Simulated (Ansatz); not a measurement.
# Free carriers and the phonons of GaP (F-43m), part 2 of 2

Aim: how far do free carriers move the optical modes of GaP (F-43m)?

Ansatz 0.2.0; DFT LDA, scalar-relativistic, plane waves, PAW; PAW set soft_1.

So far, gap on the k-mesh (eV): step 2 (bringing the structure to rest) 1.43. The relaxed cell has a = 5.391 Å (conventional setting).

## 5. Zone-centre modes of the member: no carriers

The force constants come from the linear response of the density to a displacement.

The zone-centre modes follow for no carriers.

The input, input.yaml:

```yaml
crystal:
  lattice:
    - [0.0, 2.6957056919, 2.6957056919]
    - [2.6957056919, 0.0, 2.6957056919]
    - [2.6957056919, 2.6957056919, 0.0]
  atoms:
    - { symbol: P, position: [0.75, 0.75, 0.75] }
    - { symbol: Ga, position: [0.0, 0.0, 0.0] }
kpoints:
  mp_grid: { grid: [30, 30, 30] }
hamiltonian:
  xc: lda
  pseudopotentials: { kind: paw, azcp: { folder: soft_1 }, xc_functional: pbe }
scf:
  occupations: { method: fermi_dirac, width: 0.03 }
output:
  eigenvalues: true
phonons:
  method: dfpt
```

The run is started by

```
$ ansatz run input.yaml --threads 8 --pin off --max-ram 16384MiB --backend cpu --events-out ev --progress --plain --runs-dir out
```

Numbers of over 12 decimals in the logs are rounded to 6 here.

What it wrote:

```text
zone centre: on kpoints.mp_grid the ground state, and the responses unless they are solved on pairs of k-points, stand on 1992 of the mesh's 27000 k-points, reduced under 8 symmetry operations, with k and −k counted as one. Each operation leaves every solved displacement unchanged or reverses it
[...]
Crystal: 2 atoms, lattice volume = 39.178 Å³
Basis set: ecut = 420 eV, 749 PW (Γ), exchange–correlation on 54×54×54 points (8 copies of the dense FFT grid, shifted against one another)
Bands: 13, of which v1, the nominal top of the filled ones, is band 9 counted from 1 (8 counted from 0)
Symmetry: 24 space group operations
k-points: 1992 of 27000 (irreducible under 8 space group operations, time reversal used)
[...]
SCF iter   1: F=—  HF=-4433.967841 eV  |F-HF|=—  |Δ(HF+E_count)|=         —  Δρ=4.49e-2  dr2=6.64e-1  ethr=3.10e-3  ⟨swp⟩=6.4  Hψ=181230  notcnv=0
[...]
SCF iter   9: F=-4433.772876 eV  HF=-4433.772876 eV  |F-HF|=9.09e-13  |Δ(HF+E_count)|=  6.37e-12  Δρ=2.18e-8  dr2=8.24e-14  ethr=1.00e-12  ⟨swp⟩=6.0  Hψ=109152  notcnv=0
SCF 1 converged in 9 iterations: F = -4433.772876 eV  dr2 = 8.24e-14
[...]
DFPT response loops at Γ: preconditioner auto → none (the input reference at scf.mixing.eps_inf says where Resta's filter doesn't serve); β = 0.50; Broyden in place of MSR1
SCF converged after 9 iterations
Free energy (F): -4433.772876 eV
[...]
Internal energy: -4433.772876 eV  (E = F + TS)
E sigma→0 (E₀):  -4433.772876 eV
Fermi energy:    7.937702 eV
[...]
--- Band table (eV; the first three rows and the last of 1992) ---
  k-point 0: bands = [... 5 lower, -5.5231, 7.2447, 7.2447, 7.2447, 9.1253, 11.0239, 11.0239, 11.0239]
  k-point 1: bands = [... 5 lower, -5.5079, 7.0502, 7.2246, 7.2246, 9.2571, 11.0466, 11.0544, 11.0544]
  k-point 2: bands = [... 5 lower, -5.4625, 6.5921, 7.1668, 7.1668, 9.5037, 11.1416, 11.1416, 11.1453]
  k-point 1991: bands = [... 5 lower, -2.2638, 0.4586, 3.4769, 3.6181, 11.7459, 12.0315, 13.3697, 13.4117]
--- Phonons (Γ-DFPT): 2 representative perturbations + reference, on 1992 of 27000 k-points (Σ response iterations 6) ---
  k mesh reduced under 8 symmetry operations, with k and −k counted as one. Each operation leaves every solved displacement unchanged or reverses it
  ASR residual: 2.340e-5 → 0.000e0 eV/Å²; symmetrization residual: 1.132e-6 eV/Å²
  ASR residual per site (eV/Å²): 4.77e-6 2.34e-5
  Γ frequencies (cm⁻¹): 0.00 0.00 0.00 364.96 364.96 364.96
  non-analytic LO–TO correction: not included (Born effective charges unavailable; polar crystals: no LO–TO splitting at Γ)
```

It took 90 s on 8 threads of Arm Neoverse N1, shared host; peak memory 2.9 GiB.

This step gave:

| Quantity | Value |
| --- | --- |
| sum-rule residual before enforcement | 2.34e-5 eV/Å² |
| point group | -43m |
| highest optical mode at the zone centre (no LO-TO term) | 365.0 cm⁻¹ |
| lowest optical zone-centre mode | 365.0 cm⁻¹ |

Without the LO-TO term. Patterns of degenerate modes are one choice out of their space. The modes at Γ (shares of kinetic energy by element, %):

```csv
mode,frequency (cm⁻¹),symmetry,P %,Ga %
1,0.0,acoustic,31,69
2,0.0,acoustic,31,69
3,0.0,acoustic,31,69
4,365.0,T2,69,31
5,365.0,T2,69,31
6,365.0,T2,69,31
```

Displacements in mode 5 (365.0 cm⁻¹), the largest set to 1:
```
P1   0.00  0.27  1.00
Ga2  0.00 -0.12 -0.44
```

The optical mode without the LO-TO term lies at 365.0 cm⁻¹.

## 6. Ground state of a member: 15 × 10²⁰ electrons per cm³

The cell of the neutral crystal is kept with 15 × 10²⁰ electrons per cm³, balanced by a uniform background. The bands are sampled on 30×30×30 points with Fermi-Dirac filling of 0.03 eV.

input.yaml: that of step 5 with these lines changed.

```diff
@@ -8,2 +8,3 @@
     - { symbol: Ga, position: [0.0, 0.0, 0.0] }
+total_charge: -0.058768
 kpoints:
@@ -16,4 +17,4 @@
 output:
+  forces: true
+  stress: true
   eigenvalues: true
-phonons:
-  method: dfpt
```

What it wrote:

```text
[...]
Crystal: 2 atoms, lattice volume = 39.178 Å³
Basis set: ecut = 420 eV, 749 PW (Γ)
Bands: 14, of which v1, the nominal top of the filled ones, is band 9 counted from 1 (8 counted from 0)
Symmetry: 24 space group operations
[...]
k-points: 752 of 27000 (time reversal used)
[...]
k-point 0: bands = [... 5 lower, -5.5448, 7.2253, 7.2253, 7.2253, 9.1042, 11.0002, 11.0002, 11.0002, ... 1 higher]
  k-point 1: bands = [... 5 lower, -5.5296, 7.0307, 7.2051, 7.2051, 9.2361, 11.0226, 11.0307, 11.0307, ... 1 higher]
  k-point 2: bands = [... 5 lower, -5.4841, 6.5722, 7.1473, 7.1473, 9.4827, 11.1179, 11.1179, 11.1208, ... 1 higher]
  k-point 751: bands = [... 5 lower, -2.2828, 0.4403, 3.4512, 3.5924, 11.7142, 12.0099, 13.3389, 13.3858, ... 1 higher]
[key lines of the parts left out:]
SCF converged after 8 iterations
Free energy (F): -4433.255536 eV
Fermi energy:    8.906962 eV
P = ⅓ Tr σ = -0.5252 GPa (-5.252 kbar)
```

Wall time 11 s (8 threads); peak memory 0.74 GiB.

The forces vanish by symmetry.

## 7. Zone-centre modes of the member: 15 × 10²⁰ electrons per cm³

The zone-centre modes follow for 15 × 10²⁰ electrons per cm³.

input.yaml: that of step 6 with these lines changed.

```diff
@@ -17,4 +17,4 @@
 output:
-  forces: true
-  stress: true
   eigenvalues: true
+phonons:
+  method: dfpt
```

What it wrote:

```text
[...]
Crystal: 2 atoms, lattice volume = 39.178 Å³
Basis set: ecut = 420 eV, 749 PW (Γ), exchange–correlation on 54×54×54 points (8 copies of the dense FFT grid, shifted against one another)
Bands: 14, of which v1, the nominal top of the filled ones, is band 9 counted from 1 (8 counted from 0)
Symmetry: 24 space group operations
k-points: 1992 of 27000 (irreducible under 8 space group operations, time reversal used)
[...]
k-point 2: bands = [... 5 lower, -5.4841, 6.5723, 7.1474, 7.1474, 9.4828, 11.1180, 11.1180, 11.1208, ... 1 higher]
  k-point 1991: bands = [... 5 lower, -2.2828, 0.4404, 3.4512, 3.5925, 11.7143, 12.0100, 13.3389, 13.3858, ... 1 higher]
[...]
ASR residual: 6.171e-5 → 0.000e0 eV/Å²; symmetrization residual: 2.334e-6 eV/Å²
  ASR residual per site (eV/Å²): 3.42e-5 6.17e-5
  Γ frequencies (cm⁻¹): 0.00 0.00 0.00 351.31 351.31 351.31
[...]
[key lines of the parts left out:]
SCF converged after 11 iterations
Free energy (F): -4433.255537 eV
Fermi energy:    8.907003 eV
```

It took 96 s on 8 threads; peak memory 3 GiB.

Numbers from this step:

```yaml
sum_rule_residual_before_enforcement: 6.17e-5 eV/Å²
highest_optical_mode_at_the_zone_centre_no_lo_to_term: 351.3 cm⁻¹
lowest_optical_zone_centre_mode: 351.3 cm⁻¹
```

Without the LO-TO term. Patterns of degenerate modes are one choice out of their space. Modes at Γ, with each element's share of the kinetic energy:

```csv
mode,frequency (cm⁻¹),symmetry,P %,Ga %
1,0.0,acoustic,31,69
2,0.0,acoustic,31,69
3,0.0,acoustic,31,69
4,351.3,T2,69,31
5,351.3,T2,69,31
6,351.3,T2,69,31
```

The optical mode without the LO-TO term lies at 351.3 cm⁻¹.

## 8. A check on a coarser mesh: 2 × 10²⁰ electrons per cm³

To see what the mesh is worth, the run for 2 × 10²⁰ electrons per cm³ is repeated on 24×24×24 points.

input.yaml: that of step 7 with these lines changed.

```diff
@@ -8,5 +8,5 @@
     - { symbol: Ga, position: [0.0, 0.0, 0.0] }
-total_charge: -0.058768
+total_charge: -0.007836
 kpoints:
-  mp_grid: { grid: [30, 30, 30] }
+  mp_grid: { grid: [24, 24, 24] }
 hamiltonian:
```

What it wrote:

```text
[...]
Crystal: 2 atoms, lattice volume = 39.178 Å³
Basis set: ecut = 420 eV, 749 PW (Γ), exchange–correlation on 54×54×54 points (8 copies of the dense FFT grid, shifted against one another)
Bands: 14, of which v1, the nominal top of the filled ones, is band 9 counted from 1 (8 counted from 0)
Symmetry: 24 space group operations
k-points: 1063 of 13824 (irreducible under 8 space group operations, time reversal used)
[...]
k-point 2: bands = [... 5 lower, -5.4317, 6.3123, 7.1231, 7.1231, 9.6005, 11.1996, 11.1996, 11.2403, ... 1 higher]
  k-point 1062: bands = [... 5 lower, -2.2654, 0.4588, 3.4642, 3.6073, 11.8400, 12.1475, 13.2388, 13.2996, ... 1 higher]
[...]
ASR residual: 4.899e-5 → 0.000e0 eV/Å²; symmetrization residual: 7.208e-7 eV/Å²
  ASR residual per site (eV/Å²): 1.09e-5 4.90e-5
  Γ frequencies (cm⁻¹): 0.00 0.00 0.00 362.96 362.96 362.96
[...]
[key lines of the parts left out:]
SCF converged after 11 iterations
Free energy (F): -4433.705030 eV
Fermi energy:    8.705485 eV
```

Run time: 52 s. Hardware: 8 threads; peak memory 1.8 GiB.

This step gave:

```
sum-rule residual before enforcement                    : 4.90e-5 eV/Å²
highest optical mode at the zone centre (no LO-TO term) : 363.0 cm⁻¹
lowest optical zone-centre mode                         : 363.0 cm⁻¹
```

The highest mode comes at 363.0 cm⁻¹, against 363.0 cm⁻¹ on 30×30×30 points.

## 9. A check on a coarser mesh: 10 × 10²⁰ electrons per cm³

To see what the mesh is worth, the run for 10 × 10²⁰ electrons per cm³ is repeated on 24×24×24 points.

input.yaml: that of step 8 with these lines changed.

```diff
@@ -8,3 +8,3 @@
     - { symbol: Ga, position: [0.0, 0.0, 0.0] }
-total_charge: -0.007836
+total_charge: -0.039178
 kpoints:
```

What it wrote:

```text
[...]
Crystal: 2 atoms, lattice volume = 39.178 Å³
Basis set: ecut = 420 eV, 749 PW (Γ), exchange–correlation on 54×54×54 points (8 copies of the dense FFT grid, shifted against one another)
Bands: 14, of which v1, the nominal top of the filled ones, is band 9 counted from 1 (8 counted from 0)
Symmetry: 24 space group operations
k-points: 1063 of 13824 (irreducible under 8 space group operations, time reversal used)
[...]
k-point 2: bands = [... 5 lower, -5.4434, 6.3014, 7.1124, 7.1124, 9.5891, 11.1869, 11.1869, 11.2270, ... 1 higher]
  k-point 1062: bands = [... 5 lower, -2.2758, 0.4489, 3.4503, 3.5934, 11.8229, 12.1364, 13.2216, 13.2857, ... 1 higher]
[...]
ASR residual: 2.453e-5 → 0.000e0 eV/Å²; symmetrization residual: 8.278e-7 eV/Å²
  ASR residual per site (eV/Å²): 2.45e-5 1.63e-5
  Γ frequencies (cm⁻¹): 0.00 0.00 0.00 355.30 355.30 355.30
[...]
[key lines of the parts left out:]
SCF converged after 11 iterations
Free energy (F): -4433.429562 eV
Fermi energy:    8.853374 eV
```

Wall time 51 s (8 threads); peak memory 1.8 GiB.

This step gave:

- sum-rule residual before enforcement: 2.45e-5 eV/Å²
- highest optical mode at the zone centre (no LO-TO term): 355.3 cm⁻¹
- lowest optical zone-centre mode: 355.3 cm⁻¹

The highest mode comes at 355.3 cm⁻¹, against 355.0 cm⁻¹ on 30×30×30 points.

## 10. All members side by side

The members are set side by side, also those not shown above.

Electrons count positive and holes negative; without the LO-TO term; modes are tracked from the neutral crystal by their patterns, and those within 0.3 cm⁻¹ of each other stand once; the cell of the neutral crystal is kept and the atoms are relaxed where symmetry leaves them free; all runs use 30×30×30 k points and Fermi-Dirac smearing of 0.03 eV. Optical modes along the series:

```csv
carriers (10²⁰ cm⁻³),mode 4 T2 (cm⁻¹)
0,365
1,364
2,363
4,360.8
6,358.7
10,355
15,351.3
```

## 11. Outcome

```json
{"members": "7", "mode": "mode 4 T2", "its frequency without carriers": "364.96 cm⁻¹", "its frequency at 15 × 10²⁰ cm⁻³": "351.31 cm⁻¹"}
```

At 15 × 10²⁰ electrons per cm³ the optical mode has moved by -13.65 cm⁻¹ from 364.96 cm⁻¹. At 2 and 10 × 10²⁰ cm⁻³ the coarser mesh moves the optical modes by up to 0.31 cm⁻¹, a measure of the error left by the mesh there. The response is adiabatic: the carriers follow the ions at once. Where they cannot, as for a zone-centre mode faster than their scattering, measured shifts differ, and line shapes are not given here. The background stands for dopants without their size, scattering or local bonds, and the cell is that of the neutral crystal, although carriers also change the volume at rest, which would shift the modes as well. In a polar crystal the carriers also screen the field of the longitudinal modes, often the largest effect; only modes without that field are treated here. These are harmonic frequencies of a static lattice, with warm electrons: anharmonic shifts, linewidths and thermal expansion are left out. The PAW files were made for PBE; the program adapts parts of them to the functional of the run, but their partial waves stay those of PBE, an approximation that was not tested in this session. Only the zone centre was solved, so an instability at another wavevector cannot show here.

[Logs are printed without paths, hosts, clocks, repeated set-up lines and the standing remarks that a program may print on its own settings, such as how far it seeks lower states.]

[Hosts, paths, dates, database ids (printed as entryN), source tags and the programs' standing remarks are cut or masked in the printed files.]
